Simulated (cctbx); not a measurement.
# What is wrong with this refinement?

Cell a = 6.4100 Å, b = 6.4100 Å, c = 6.5030 Å, α = 90.00°, β = 90.00°, γ = 120.00°; space group P-62c (no. 190).

Simulated single-crystal data (cctbx): Ag Kα, λ = 0.56087 Å, to d = 0.8 Å, 70 % of the full sphere, strongest reflection 40000 counts, noise from counting, a 2 % proportional error and a noise floor of 4 counts (s.d.); no absorption.

An anisotropic refinement with weights 1/σ² prints:

```text
Rint 0.020, 172 unique reflections to 0.80 A
cycle     R1     wR2    GooF  max shift (A)
   1  0.1320  0.3379  23.448   0.03766
   3  0.1261  0.3046  21.138   0.00004
final R1 0.1261 wR2 0.3046 GooF 21.138  parameters 10  data/parameter 17.2
atom        x        y        z      Ueq    occ   su(xyz)  su(Uiso or U11)
Pt1    0.66667  0.33333  0.97179   0.0021  1.000  0.00062  0.0018
Pt2    0.00000  0.00000  0.75000   0.0027  1.000  0.00000  0.0025
Ru1    0.00000  0.72270  0.50000   0.0008  1.000  0.00219  0.0056  NPD
difference map: max 32.67 min -8.49 rms 3.81
Q1    0.9851  0.3879  0.2500    6   33.57  2.50 A from Pt1
Q2    0.3333  0.6667  0.0065    4   21.81  0.14 A from Pt1
Q3    0.0000  0.0000  0.2500    2   19.72  0.00 A from Pt2
Q4    0.0000  0.7383  0.0000    6   17.50  0.10 A from Ru1
Q5    0.0304  0.6194  0.7500    6   13.70  1.80 A from Ru1
Q6    0.1402  0.4106  0.0012   12    4.85  1.49 A from Pt1
```

**Question.** Can this result stand? If not, what is the likely fault?

Mend it. The fault: an atom left out, Ti at (0.3897, 0.9852, 3/4). Against the right model at the same level, R1 goes from 0.0060 to 0.1261 and GooF from 0.95 to 21.14, the top difference peak, 33.6 e/Å³, lies 2.50 Å from Pt1 and Ru1 goes non-positive-definite. Q1 is the missing atom. With scattering power missing, scale and phases suffer, so peaks may also grow on the heavy atoms.

The compound is TiRuPt. The right model at the same level gives:

```text
Rint 0.020, 172 unique reflections to 0.80 A
cycle     R1     wR2    GooF  max shift (A)
   1  0.0136  0.0421   2.979   0.00547
   2  0.0060  0.0135   0.953   0.00000
final R1 0.0060 wR2 0.0135 GooF 0.953  parameters 16  data/parameter 10.8
atom        x        y        z      Ueq    occ   su(xyz)  su(Uiso or U11)
Pt1    0.66667  0.33333  0.97391   0.0064  1.000  0.00003  0.0001
Pt2    0.00000  0.00000  0.75000   0.0095  1.000  0.00000  0.0001
Ru1    0.00000  0.72885  0.50000   0.0101  1.000  0.00010  0.0003
Ti1    0.38992  0.98515  0.75000   0.0166  1.000  0.00024  0.0005
Flack x: -0.01(4)
Hooft y: -0.017(17)  Bijvoet pairs: 63
difference map: max 0.39 min -0.37 rms 0.10
Q1    0.1402  0.4560  0.2500    6    0.40  0.86 A from Ti1
Q2    0.1382  0.6439  0.2500    6    0.32  1.42 A from Ti1
Q3    0.9812  0.3530  0.1720   12    0.32  0.56 A from Ti1
Q4    0.3333  0.6667  0.6117    4    0.31  0.90 A from Pt1
Q5    0.1898  0.3880  0.7500    6    0.27  1.18 A from Ti1
Q6    0.9995  0.2518  0.2500    6    0.27  0.93 A from Ti1
```

Isotropic U is held between 0.0001 and 1 Å² by the program, and listed peak heights are interpolated, so they can pass the grid's maximum.

This is a model crystal, built by substitution and not relaxed, with assumed displacement parameters.

[Middle refinement cycles are left out of these outputs.]

[Logs are printed without paths, hosts, clocks, repeated set-up lines and the standing remarks that a program may print on its own settings, such as how far it seeks lower states.]
